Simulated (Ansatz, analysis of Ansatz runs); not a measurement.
## Migration barrier of interstitial H in bcc Nb, hop from a tetrahedral to the next tetrahedral site (PBE)

Aim: the migration barrier of interstitial H in bcc Nb, hop from a tetrahedral to the next tetrahedral site, to be set beside the measurement. Set-up: PBE, 32-site cell, PBE lattice, 520 eV, k: 4x4x4 Gamma-centred. The model is a cell of 32 host atoms with 1 H put in. The barrier is the energy of the highest image of a climbing band over the relaxed site that the atom leaves. This set-up takes another basis size than the usual one.

Measured beforehand: Migration barrier: 0.098 eV, by Gorsky effect and other diffusion measurements (T > 250 K); average of cited values (quoted in “Explainable Machine Learning for Hydrogen Diffusion in Metals and Random Binary Alloys”, 2023, G. M. Lu et al., quoting earlier work (1978)). Migration barrier: 0.068 eV (quoted in “Ab-initio study of the transition pathways for single and double interstitial solute (H, N, O, H-H, N-N, and O-O) within bcc refractory metals (Mo and Nb)”, 2024, H. E. Quarshie et al., quoting earlier work (2007)). The calculation is set beside it at the end.

Program: Ansatz 0.2.0. Level of theory: plane-wave PAW DFT, PBE; relaxation of all atoms of a defect supercell. Results are calculated unless marked as measured.

**1. The starting structure**

The cell holds 33 atoms: 32 Nb and 1 H. Cell: a = 9.357 Å, b = 9.357 Å, c = 9.357 Å, α = 60.0°, β = 60.0°, γ = 60.0°. It derives from Nb (space group Im-3m). Nearest the centre at fractional (0.312, 0.438, 0.562): H33 at 0.00 Å, Nb7 at 1.85 Å, Nb29 at 1.85 Å, Nb4 at 1.85 Å, Nb14 at 1.85 Å, Nb11 at 2.98 Å, Nb22 at 2.98 Å, Nb13 at 2.98 Å.

The host's primitive cell comes from a first run (plane-wave PAW DFT, PBE; relaxation of the host's cell and atoms): vectors of 2.865, 2.865 and 2.865 Å. That is 18.11 Å³ an atom, 0.2 % over the diffraction cell's volume. The supercell is built on it.

**2. Relaxation, charge 0**

A barrier counts from a true minimum, so both ends of the jump are relaxed first.

The input, start/input.yaml:

```yaml
relax:
  f_tol: 0.02
  max_steps: 80
  escape_saddle: false
crystal:
  lattice:
    - [0.0, 6.61673619, 6.61673619]
    - [6.61673619, 0.0, 6.61673619]
    - [6.61673619, 6.61673619, 0.0]
  atoms:
    - { symbol: Nb, position: [0.0, 0.0, 0.0] }
    - { symbol: Nb, position: [0.125, 0.125, 0.125] }
    - { symbol: Nb, position: [0.25, 0.25, 0.25] }
    - { symbol: Nb, position: [0.375, 0.375, 0.375] }
    - { symbol: Nb, position: [0.0, 0.0, 0.5] }
    - { symbol: Nb, position: [0.125, 0.125, 0.625] }
    - { symbol: Nb, position: [0.25, 0.25, 0.75] }
    - { symbol: Nb, position: [0.375, 0.375, 0.875] }
    - { symbol: Nb, position: [0.0, 0.5, 0.0] }
    - { symbol: Nb, position: [0.125, 0.625, 0.125] }
    - { symbol: Nb, position: [0.25, 0.75, 0.25] }
    - { symbol: Nb, position: [0.375, 0.875, 0.375] }
    - { symbol: Nb, position: [0.0, 0.5, 0.5] }
    - { symbol: Nb, position: [0.125, 0.625, 0.625] }
    - { symbol: Nb, position: [0.25, 0.75, 0.75] }
    - { symbol: Nb, position: [0.375, 0.875, 0.875] }
    - { symbol: Nb, position: [0.5, 0.0, 0.0] }
    - { symbol: Nb, position: [0.625, 0.125, 0.125] }
    - { symbol: Nb, position: [0.75, 0.25, 0.25] }
    - { symbol: Nb, position: [0.875, 0.375, 0.375] }
    - { symbol: Nb, position: [0.5, 0.0, 0.5] }
    - { symbol: Nb, position: [0.625, 0.125, 0.625] }
    - { symbol: Nb, position: [0.75, 0.25, 0.75] }
    - { symbol: Nb, position: [0.875, 0.375, 0.875] }
    - { symbol: Nb, position: [0.5, 0.5, 0.0] }
    - { symbol: Nb, position: [0.625, 0.625, 0.125] }
    - { symbol: Nb, position: [0.75, 0.75, 0.25] }
    - { symbol: Nb, position: [0.875, 0.875, 0.375] }
    - { symbol: Nb, position: [0.5, 0.5, 0.5] }
    - { symbol: Nb, position: [0.625, 0.625, 0.625] }
    - { symbol: Nb, position: [0.75, 0.75, 0.75] }
    - { symbol: Nb, position: [0.875, 0.875, 0.875] }
    - { symbol: H, position: [0.3125, 0.4375, 0.5625] }
basis:
  ecutwfc: 520
  xc_grid: 2
hamiltonian:
  xc: pbe
kpoints:
  mp_grid: { grid: [4, 4, 4] }
scf:
  occupations: { method: methfessel_paxton, width: 0.1 }
  max_iter: 120
output:
  forces: true
checkpoint:
  write: "../start.run"
  compress: false
  write_wavefunctions: true
  write_every: 100000
```

Launch:

```console
$ ansatz run input.yaml --threads 4 --pin off --max-ram 14131MiB --backend cpu --events-out ev --progress --plain --runs-dir out
```

Numbers of over 12 decimals in the logs are rounded to 6 here.

Output:

```text
[... repeated set-up lines and file paths are left out, and long positions are rounded to six places ...]
Engine: ansatz 0.2.0, aarch64-unknown-linux-gnu
Pseudopotentials: kind: paw
Pseudopotential: Nb, paw, valence charge 13, recommended cutoff 420 eV (normal), Nb.paw.azcp
Pseudopotential: H, paw, valence charge 1, recommended cutoff 420 eV (normal), H.paw.azcp
Functional definition: PBE
  parameter kappa = 0.804
  parameter beta = 0.066725
  exchange = pbe_x(kappa = kappa, mu = beta*pi^2/3)
  correlation = pbe_c(beta = beta)
Crystal: 33 atoms, lattice volume = 579.377 Å³
Basis set: ecut = 520 eV, 15593 PW (Γ), exchange–correlation on 144×144×144 points (8 copies of the dense FFT grid, shifted against one another)
Bands: 251, of which v1, the nominal top of the filled ones, is band 209 counted from 1 (208 counted from 0)
Symmetry: 8 space group operations
Space group: I-42m (ITA 121), of the structure as read, at distance tolerance 8.3e-5 Å
k-points: 13 of 64 (time reversal used)
Non-local potential: Nb, projectors of the file, l = 0: 3, l = 1: 2, l = 2: 2, l = 3: 1
Non-local potential: H, projectors of the file, l = 0: 2, l = 1: 1
PAW form: soft (Blöchl's): semilocal exchange-correlation on the pseudo side does not see the compensation charge
PAW one-centre angular grid: Nb, 590 points (default); XC on 64 Gauss nodes
PAW one-centre angular grid: H, 110 points (default); XC on 64 Gauss nodes
Initial density: superposition of atomic densities (neutral atoms: chi_scale 0, normalization atom), corrected by the library's trained network
Initial wavefunctions: pseudopotential atomic-orbital guess
Functional: x = pbe(κ = 0.804, μ = 0.219515), c = pbe(β = 0.066725)
SCF iter   1: F=—  HF=-145689.111600 eV  |F-HF|=—  |Δ(HF+E_count)|=         —  Δρ=3.42e-3  dr2=5.66e-2  ethr=1.77e-3  ⟨swp⟩=6.9  Hψ=13035  notcnv=0
preconditioner: auto → Kerker (q_TF=auto, 2.583 Å⁻¹)  [metal: Δε(μ)=0.005 eV  Ē_g=3.575 eV  σ=0.100 eV  W_gap=0.04  n_scr=168 (ndim 8)  ℏωp=19.6 eV  f_vac=0.000  D(μ)=53.94/eV (n_scr^D=644)]
SCF iter   2: F=—  HF=-145689.095794 eV  |F-HF|=—  |Δ(HF+E_count)|=   1.58e-2  S|Δr|=    0.00e0  Δρ=2.12e-3  dr2=2.15e-2  ethr=1.36e-5  ⟨swp⟩=2.0  Hψ=4265  notcnv=0  defer=1
SCF iter   3: F=—  HF=-145689.092378 eV  |F-HF|=—  |Δ(HF+E_count)|=   3.42e-3  S|Δr|=    0.00e0  Δρ=2.33e-4  dr2=1.98e-4  ethr=5.16e-6  ⟨swp⟩=2.0  Hψ=3971  notcnv=0  defer=1
SCF iter   4: F=—  HF=-145689.091580 eV  |F-HF|=—  |Δ(HF+E_count)|=   7.98e-4  S|Δr|=    0.00e0  Δρ=6.47e-5  dr2=1.67e-5  ethr=4.76e-8  ⟨swp⟩=2.0  Hψ=5389  notcnv=0  defer=1
SCF iter   5: F=-145689.091582 eV  HF=-145689.091582 eV  |F-HF|=1.29e-8  |Δ(HF+E_count)|=   1.72e-6  S|Δr|=    0.00e0  Δρ=1.22e-5  dr2=4.73e-7  ethr=2.40e-9  ⟨swp⟩=4.0  Hψ=9177  notcnv=0
SCF 1 converged in 5 iterations: F = -145689.091582 eV  dr2 = 4.73e-7
  greatest PAW one-centre occupation: 0.998 electrons in one spin orbital (limit 2), on the Nb atom at site 31 (counted from 0), in its partial waves of l = 0
relax step   1: F+E_penalty+E_count = -145689.09158175 eV  Δ(F+E_penalty+E_count) = +0.000e0 eV  max|allowed force component| = 9.926e-1 eV/Å  Δτ_max = 0.0000 Å  (5 SCF iters, dr2 threshold 1.00e-5 eV, accepted)
[... the SCF cycles and remarks between the steps are left out from here to the last step ...]
relax step   2: F+E_penalty+E_count = -145689.10879252 eV  Δ(F+E_penalty+E_count) = -1.721e-2 eV  max|allowed force component| = 7.322e-1 eV/Å  Δτ_max = 0.1390 Å  (5 SCF iters, dr2 threshold 6.16e-5 eV, accepted)
relax step   3: F+E_penalty+E_count = -145689.25577234 eV  Δ(F+E_penalty+E_count) = -1.470e-1 eV  max|allowed force component| = 1.904e-1 eV/Å  Δτ_max = 0.0813 Å  (5 SCF iters, dr2 threshold 3.35e-5 eV, accepted)
relax step   4: F+E_penalty+E_count = -145689.26601265 eV  Δ(F+E_penalty+E_count) = -1.024e-2 eV  max|allowed force component| = 1.407e-2 eV/Å  Δτ_max = 0.0201 Å  (5 SCF iters, dr2 threshold 2.45e-6 eV, accepted)
iter 1 solved again at ethr=1.32e-10 eV; its pass at ethr=3.10e-3 eV (dr2=5.49e-7 eV) is discarded
SCF iter   1: F=—  HF=-145689.266019 eV  |F-HF|=—  |Δ(HF+E_count)|=         —  Δρ=7.16e-6  dr2=5.48e-7  ethr=1.32e-10  ⟨swp⟩=1.4  Hψ=9088  notcnv=0  defer=200
SCF iter   2: F=—  HF=-145689.266013 eV  |F-HF|=—  |Δ(HF+E_count)|=   5.95e-6  S|Δr|=    0.00e0  Δρ=4.06e-6  dr2=1.31e-7  ethr=1.31e-10  ⟨swp⟩=1.0  Hψ=2922  notcnv=0  defer=200
SCF iter   3: F=-145689.266013 eV  HF=-145689.266013 eV  |F-HF|=2.24e-9  |Δ(HF+E_count)|=   6.05e-9  S|Δr|=    0.00e0  Δρ=7.75e-7  dr2=4.58e-9  ethr=2.40e-11  ⟨swp⟩=4.0  Hψ=8597  notcnv=0
SCF 5 converged in 3 iterations: F = -145689.266013 eV  dr2 = 4.58e-9
relax step   5: F+E_penalty+E_count = -145689.26601303 eV  Δ(F+E_penalty+E_count) = -3.848e-7 eV  max|allowed force component| = 1.419e-2 eV/Å  Δτ_max = 0.0000 Å  (3 SCF iters, accepted)
NSCF: frozen V_eff on 13 k-points
the band table was solved once a step of the walk had ended and its energy, with any forces and stress, was formed, with the checks that follow a solve (12309 applications of the Hamiltonian). They found nothing against the state; [...]
SCF converged after 3 iterations
Stability not checked: this state was not tested for a lower state beside it, because cold or Methfessel-Paxton smearing, or corrected tetrahedra, fill the levels in a way that the test cannot read (fill_not_monotonic; see scf.lower_state_search)
Free energy (F): -145689.266013 eV
Harris-Foulkes:  -145689.266013 eV  (|F-HF|=2.24e-9)
Internal energy: -145689.267006 eV  (E = F + TS)
E sigma→0 (E₀):  -145689.266261 eV
Entropy (-TS):   0.000993 eV (0.030 meV/atom)
Fermi energy:    17.701763 eV
--- Per-component energies (eV) ---
  E_band       = -2181.412695
  E_kinetic    = 12661.993845
  E_local      = -22259.610927  (includes V_loc(G=0)·N_el)
  E_nonlocal   = 3837.277715
  E_hartree    = 6930.970710
  E_xc         = -5634.069066
  E_vxc        = -6836.579145  (∫ρ·V_xc dr)
  E_paw        = -98349.978046  (= ΣΔE_a)
  E_vpaw       = -3446.435159  (= ΣTr[D̂ρ^β])
  E_aug_tail   = -0.000200  (compensation charges beyond the density's cutoff)
  E_ewald      = -42875.851037
  E_smearing   = 0.000993  (= −TS)
  E_closure    = 0.000000  (closes the sum)
  Σ components = -145689.266013   (vs F -145689.266013, Δ=0.00e0)
--- Forces (eV/Å), atoms counted from 1 ---
  atom   1  Nb     0.00000000     0.00216731     0.00612708
  atom   2  Nb     0.00103897     0.00307647    -0.00218059
  atom   3  Nb    -0.00218059    -0.00307647    -0.00103897
  atom   4  Nb    -0.00674265     0.00615268     0.00000000
  atom   5  Nb     0.00218059    -0.00307647     0.00103897
  atom   6  Nb    -0.00079651    -0.00227511    -0.00693056
  atom   7  Nb    -0.00000000    -0.00615268    -0.00674265
  atom   8  Nb    -0.00089785     0.01418816    -0.00000000
  atom   9  Nb     0.00693056     0.00227511    -0.00079651
  atom  10  Nb    -0.00553613     0.00140123    -0.00000000
  atom  11  Nb     0.00000000    -0.01418816    -0.00089785
  atom  12  Nb     0.00079651    -0.00227511     0.00693056
  atom  13  Nb     0.00000000    -0.01418816     0.00089785
  atom  14  Nb     0.00674265     0.00615268     0.00000000
  atom  15  Nb     0.00693056     0.00227511     0.00079651
  atom  16  Nb    -0.00103897     0.00307647    -0.00218059
  atom  17  Nb    -0.00000000    -0.00140123    -0.00553613
  atom  18  Nb     0.00612708    -0.00216731     0.00000000
  atom  19  Nb    -0.00693056     0.00227511     0.00079651
  atom  20  Nb    -0.00103897     0.00307647     0.00218059
  atom  21  Nb    -0.00693056     0.00227511    -0.00079651
  atom  22  Nb     0.00089785     0.01418816    -0.00000000
  atom  23  Nb    -0.00000000    -0.00140123     0.00553613
  atom  24  Nb     0.00079651    -0.00227511    -0.00693056
  atom  25  Nb    -0.00218059    -0.00307647     0.00103897
  atom  26  Nb    -0.00079651    -0.00227511     0.00693056
  atom  27  Nb     0.00000000     0.00216731    -0.00612708
  atom  28  Nb     0.00553613     0.00140123    -0.00000000
  atom  29  Nb    -0.00000000    -0.00615268     0.00674265
  atom  30  Nb     0.00103897     0.00307647     0.00218059
  atom  31  Nb     0.00218059    -0.00307647    -0.00103897
  atom  32  Nb    -0.00612708    -0.00216731     0.00000000
  atom  33  H      0.00000000     0.00000000     0.00000000
  max |Σ_I F_I| component: 1.50e-17 eV/Å
--- Band table (eV; the first three rows and the last of 13) ---
  k-point 0: bands = ["-36.6489", "-36.5147", "-36.5147", "-36.5032", [... 243 left out ...] "20.9830", "20.9909", "20.9920", "20.9973"]
  k-point 1: bands = ["-36.6359", "-36.5501", "-36.5178", "-36.5079", [... 243 left out ...] "20.7791", "20.8296", "20.8408", "20.8471"]
  [... further k-points left out ...]
--- Relaxed structure (5 steps of the walk, 5 accepted, 0 SCFs on fresh bases) ---
  F+E_penalty+E_count = -145689.26601303 eV   max|allowed force component| = 1.419e-2 eV/Å
  atoms:
    - { symbol: Nb, position: [-8.769311896884423e-5, -0.000840, 0.000840] }
    - { symbol: Nb, position: [0.124499, 0.123123, 0.126925] }
    - { symbol: Nb, position: [0.250454, 0.249499, 0.248123] }
    - { symbol: Nb, position: [0.376505, 0.373495, 0.367059] }
    - { symbol: Nb, position: [-0.001877, 0.001925, 0.500454] }
    - { symbol: Nb, position: [0.124866, 0.123930, 0.626447] }
    - { symbol: Nb, position: [0.248495, 0.242059, 0.757941] }
    - { symbol: Nb, position: [0.375118, 0.374882, 0.876108] }
    - { symbol: Nb, position: [-0.001070, 0.501447, -0.000243] }
    - { symbol: Nb, position: [0.124308, 0.625692, 0.124305] }
    - { symbol: Nb, position: [0.249882, 0.751108, 0.248892] }
    - { symbol: Nb, position: [0.376447, 0.874757, 0.374866] }
    - { symbol: Nb, position: [-0.001108, 0.500118, 0.499882] }
    - { symbol: Nb, position: [0.117059, 0.632941, 0.626505] }
    - { symbol: Nb, position: [0.248553, 0.751070, 0.750134] }
    - { symbol: Nb, position: [0.374546, 0.873075, 0.876877] }
    - { symbol: Nb, position: [0.500692, -0.000695, 0.000695] }
    - { symbol: Nb, position: [0.625088, 0.124912, 0.124160] }
    - { symbol: Nb, position: [0.749757, 0.249866, 0.248930] }
    - { symbol: Nb, position: [0.876925, 0.375454, 0.374499] }
    - { symbol: Nb, position: [0.500134, 0.000243, 0.498553] }
    - { symbol: Nb, position: [0.626108, 0.123892, 0.625118] }
    - { symbol: Nb, position: [0.750695, 0.249308, 0.750692] }
    - { symbol: Nb, position: [0.875243, 0.373553, 0.876070] }
    - { symbol: Nb, position: [0.500501, 0.499546, -0.001925] }
    - { symbol: Nb, position: [0.626070, 0.625134, 0.125243] }
    - { symbol: Nb, position: [0.750840, 0.750088, 0.249912] }
    - { symbol: Nb, position: [0.874305, 0.875695, 0.374308] }
    - { symbol: Nb, position: [0.507941, 0.501505, 0.498495] }
    - { symbol: Nb, position: [0.626877, 0.625501, 0.624546] }
    - { symbol: Nb, position: [0.748075, 0.751877, 0.750501] }
    - { symbol: Nb, position: [0.874160, 0.875840, 0.875088] }
    - { symbol: H, position: [0.312500, 0.437500, 0.5625] }
```

Wall time 6.1 min (4 threads of Arm Neoverse V1, shared host); peak memory 5.2 GiB.

Step by step:

| step | energy less that of the first step (eV) | largest force component (eV/Å) |
| --- | --- | --- |
| 1 | 0.0000 | 0.9926 |
| 2 | -0.0172 | 0.7322 |
| 3 | -0.1642 | 0.1904 |
| 4 | -0.1744 | 0.0141 |
| 5 | -0.1744 | 0.0142 |

The run keeps the 8 symmetry operations that it works with, so distortions that break them were not tested.

The atoms that moved most (Å):

| atom | dx | dy | dz | length |
| --- | --- | --- | --- | --- |
| Nb4 | -0.063 | -0.043 | 0.000 | 0.076 |
| Nb7 | 0.000 | 0.043 | -0.063 | 0.076 |
| Nb14 | 0.063 | -0.043 | 0.000 | 0.076 |
| Nb29 | 0.000 | 0.043 | 0.063 | 0.076 |
| Nb20 | 0.000 | 0.009 | 0.016 | 0.018 |
| Nb31 | 0.016 | -0.009 | 0.000 | 0.018 |
| Nb30 | 0.000 | 0.009 | 0.016 | 0.018 |
| Nb16 | 0.000 | 0.009 | -0.016 | 0.018 |

Neighbours of H33 at the end:

| atom | distance (Å) |
| --- | --- |
| Nb14 | 1.924 |
| Nb29 | 1.924 |
| Nb7 | 1.924 |
| Nb4 | 1.924 |
| Nb11 | 2.993 |
| Nb22 | 2.993 |
| Nb8 | 2.993 |
| Nb13 | 2.993 |

Read from the output:

* free energy: -145689.2660 eV
* smearing term TS: -9.93e-4 eV

The other runs of this kind differ in structure, charge or spin alone:

| run | outcome | energy less the first (eV) | moment (μB) | time |
| --- | --- | --- | --- | --- |
| relaxation, charge 0 | converged | 0.0000 | 0.00 | 6.1 min |
| relaxation, charge 0 | converged | 0.0000 | 0.00 | 6 min |

The relaxation ends 5.3 meV an atom lower, with a largest force component of 0.014 eV/Å.

(Continued in part 2 of 2.)

[Logs are printed without paths, hosts, clocks, repeated set-up lines and the standing remarks that a program may print on its own settings, such as how far it seeks lower states.]

[Hosts, paths, dates, database ids (printed as entryN), source tags and the programs' standing remarks are cut or masked in the printed files.]

[For some hosts the program warned that the k-mesh of the response run may be too coarse for force constants and the static dielectric constant; such warnings are not shown here.]
